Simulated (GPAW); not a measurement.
# Fe4 on MgO3 001: from the magnetic state to anisotropy

One collinear state of Fe4 on MgO3 001 is converged, and its anisotropy computed from it.

Program: GPAW 26.7.0. Level of theory: PBE; plane waves with GPAW's PAW setups, scalar-relativistic. Results are calculated unless marked as measured.

Report form: the programs' logs are mostly left out.

## Step 1: Starting point

The cell holds 10 atoms: 3 Mg, 3 O and 4 Fe. Cell: a = 2.978 Å, b = 2.978 Å, c = 22.352 Å, α = 90.0°, β = 90.0°, γ = 90.0°. ideal sites on the substrate's mesh, layer spacings from atomic volumes, unrelaxed, 12 A of vacuum. Vacuum lies along c.

Structure file:

```cif
data_structure
_symmetry_space_group_name_H-M 'P 1'
_symmetry_Int_Tables_number 1
_cell_length_a 2.9783
_cell_length_b 2.9783
_cell_length_c 22.3520
_cell_angle_alpha 90.000
_cell_angle_beta 90.000
_cell_angle_gamma 90.000
_cell_volume 198.27
loop_
_atom_site_label
_atom_site_type_symbol
_atom_site_fract_x
_atom_site_fract_y
_atom_site_fract_z
_atom_site_occupancy
Mg1 Mg 0.00000 0.00000 0.26843 1
O2 O 0.50000 0.50000 0.26843 1
Mg3 Mg 0.50000 0.50000 0.36265 1
O4 O 0.00000 0.00000 0.36265 1
Mg5 Mg 0.00000 0.00000 0.45687 1
O6 O 0.50000 0.50000 0.45687 1
Fe7 Fe 0.50000 0.50000 0.55306 1
Fe8 Fe 0.00000 0.00000 0.61256 1
Fe9 Fe 0.50000 0.50000 0.67207 1
Fe10 Fe 0.00000 0.00000 0.73157 1
```

## Step 2: Ground-state run

All later steps read the density of this run.

Input file order1.py:

```python
import json
import numpy as np
from ase import Atoms
from ase.parallel import paropen, parprint
from gpaw import GPAW

atoms = Atoms(['Mg', 'O', 'Mg', 'O', 'Mg', 'O', 'Fe', 'Fe', 'Fe', 'Fe'],
    cell=[[2.978334, 0.0, 0.0],
         [0.0, 2.978334, 0.0],
         [0.0, 0.0, 22.352]],
    scaled_positions=[[0.0, 0.0, 0.268432],
         [0.5, 0.5, 0.268432],
         [0.5, 0.5, 0.362652],
         [0.0, 0.0, 0.362652],
         [0.0, 0.0, 0.456872],
         [0.5, 0.5, 0.456872],
         [0.5, 0.5, 0.55306],
         [0.0, 0.0, 0.612563],
         [0.5, 0.5, 0.672065],
         [0.0, 0.0, 0.731568]],
    pbc=True,
    magmoms=[0.0, 0.0, 0.0, 0.0, 0.0, 0.0, 2.6, 2.6, 2.6, 2.6])
atoms.calc = GPAW(mode={'name': 'pw', 'ecut': 600},
    xc='PBE',
    kpts={'size': (16, 16, 1), 'gamma': True},
    occupations={'name': 'fermi-dirac', 'width': 0.05},
    convergence={'density': 1e-05, 'energy': 1e-05},
    maxiter=250,
    mixer={'name': 'pulay', 'beta': 0.03, 'nmaxold': 8, 'weight': 100},
    symmetry={'tolerance': 1e-4},
    txt='order1.txt')
e = atoms.get_potential_energy(force_consistent=True)
res = {'free_energy': e, 'energy_sigma0': atoms.get_potential_energy(), 'fermi_energy': atoms.calc.get_fermi_level()}
res['moments'] = atoms.get_magnetic_moments().tolist()
res['total'] = atoms.get_magnetic_moment()
parprint('site moments (muB):', np.round(res['moments'], 3))
parprint(f"total moment: {res['total']:.3f} muB")
parprint(f'free energy: {e:.6f} eV')
atoms.calc.write('order1.gpw')
with paropen('results.json', 'w') as f:
    json.dump(res, f)
```

The run is started by

```
> OMP_NUM_THREADS=1 mpirun -n 4 gpaw python order1.py > order1.log
```

Elapsed: 11 min, on 4 MPI ranks of Arm Neoverse V1, shared host; peak memory 1.7 GiB.

Spin moment in the augmentation sphere by atom:

| atom | spin moment in the augmentation sphere (μB) |
| --- | --- |
| Mg1 | 0.00 |
| O2 | 0.00 |
| Mg3 | 0.00 |
| O4 | 0.00 |
| Mg5 | -0.01 |
| O6 | 0.02 |
| Fe7 | 2.77 |
| Fe8 | 2.55 |
| Fe9 | 2.43 |
| Fe10 | 2.93 |

This step gave:

- magnetization: 10.80 μB
- final state: ferromagnetic

After 43 cycles the largest moment stands at 2.93 μB.

## Step 3: Non-self-consistent run

The steps that follow sum over empty states, which the ground-state run does not converge; 86 states a spin are converged here at the frozen density and written with their wave functions.

It starts from the saved density of the lowest of the states tried.

Input file nscf.py:

```python
from gpaw import GPAW

calc = GPAW('order1.gpw').fixed_density(
    kpts={'size': (24, 24, 1), 'gamma': True},
    nbands=90,
    convergence={'bands': 86, 'eigenstates': 1e-9},
    eigensolver='ppcg',
    parallel={'domain': 1},
    txt='nscf.txt')
calc.write('nscf.gpw', mode='all')
```

The run is started by

```
> OMP_NUM_THREADS=1 mpirun -n 4 gpaw python nscf.py > nscf.log
```

It took 39 min on 4 MPI ranks; peak memory 3.1 GiB; 2.6 h of CPU time.

## Step 4: Easy axis by the force theorem

Spin–orbit coupling is added in the basis of the saved states for each direction of the moments. The change in the band energy is the anisotropy energy, with no new self-consistent run.

Input file anisotropy.py:

```python
import json
import numpy as np
from ase.parallel import paropen, parprint
from gpaw import GPAW
from gpaw.spinorbit import soc_eigenstates

calc = GPAW('nscf.gpw')
angles = [[0.0, 0.0], [90.0, 0.0], [90.0, 90.0]]  # theta, phi in degrees
res = {'rows': []}
for scale in [1.0]:
    e0 = None
    for theta, phi in angles:
        soc = soc_eigenstates(calc, n2=86, scale=scale, theta=theta, phi=phi)
        e = soc.calculate_band_energy()
        e0 = e if e0 is None else e0
        orbital = soc.get_orbital_magnetic_moments()
        res['rows'].append([scale, theta, phi, 1000 * (e - e0), orbital.tolist()])
        parprint(f'scale {scale} theta {theta:6.1f} phi {phi:6.1f}  dE = {1000 * (e - e0):9.4f} meV  |L| =', np.round(np.linalg.norm(orbital, axis=1), 4))
with paropen('results.json', 'w') as f:
    json.dump(res, f)
```

The run is started by

```
> OMP_NUM_THREADS=1 mpirun -n 4 gpaw python anisotropy.py > anisotropy.log
```

Elapsed: 28 s, on 4 MPI ranks; peak memory 4.1 GiB; 1.9 min of CPU time.

Directions, in the order of the table: the normal; the first cell vector; the in-plane normal to it.

Theta from the Cartesian z axis, phi from x; spin up lies along the direction. Anisotropy, by row:

| spin-orbit scale | theta (degrees) | phi (degrees) | band energy less the first direction's (meV a cell) | orbital moment of atom 10 along the direction (μB) | sum of orbital moments along the direction (μB a cell) |
| --- | --- | --- | --- | --- | --- |
| 1 | 0 | 0 | 0 | 0.1036 | 0.3627 |
| 1 | 90 | 0 | 1.793 | 0.08536 | 0.3011 |
| 1 | 90 | 90 | 1.793 | 0.08536 | 0.3011 |

## Step 5: Summary of results

```yaml
state: ferromagnetic
largest_site_moment: 2.93 μB
spread_of_the_directions_energies: 1.79 meV a cell
easiest_direction_tried: the normal
```

In words: About the ferromagnetic state the directions differ by 1.79 meV a cell, with the normal easiest. The anisotropy comes from the force theorem at a frozen potential; it needs a check on a finer mesh, and shape anisotropy is not in it.

[Logs and program files are shortened in this print: banners, set-up blocks, solver, clock and traceback lines can be left out without a mark of their own.]

[Logs are printed without paths, hosts, clocks, repeated set-up lines and the standing remarks that a program may print on its own settings, such as how far it seeks lower states.]

[Hosts, paths, dates, database ids (printed as entryN), source tags and the programs' standing remarks are cut or masked in the printed files.]

[Where a cell is said to come from a database of computed structures, the database is the Materials Project.]
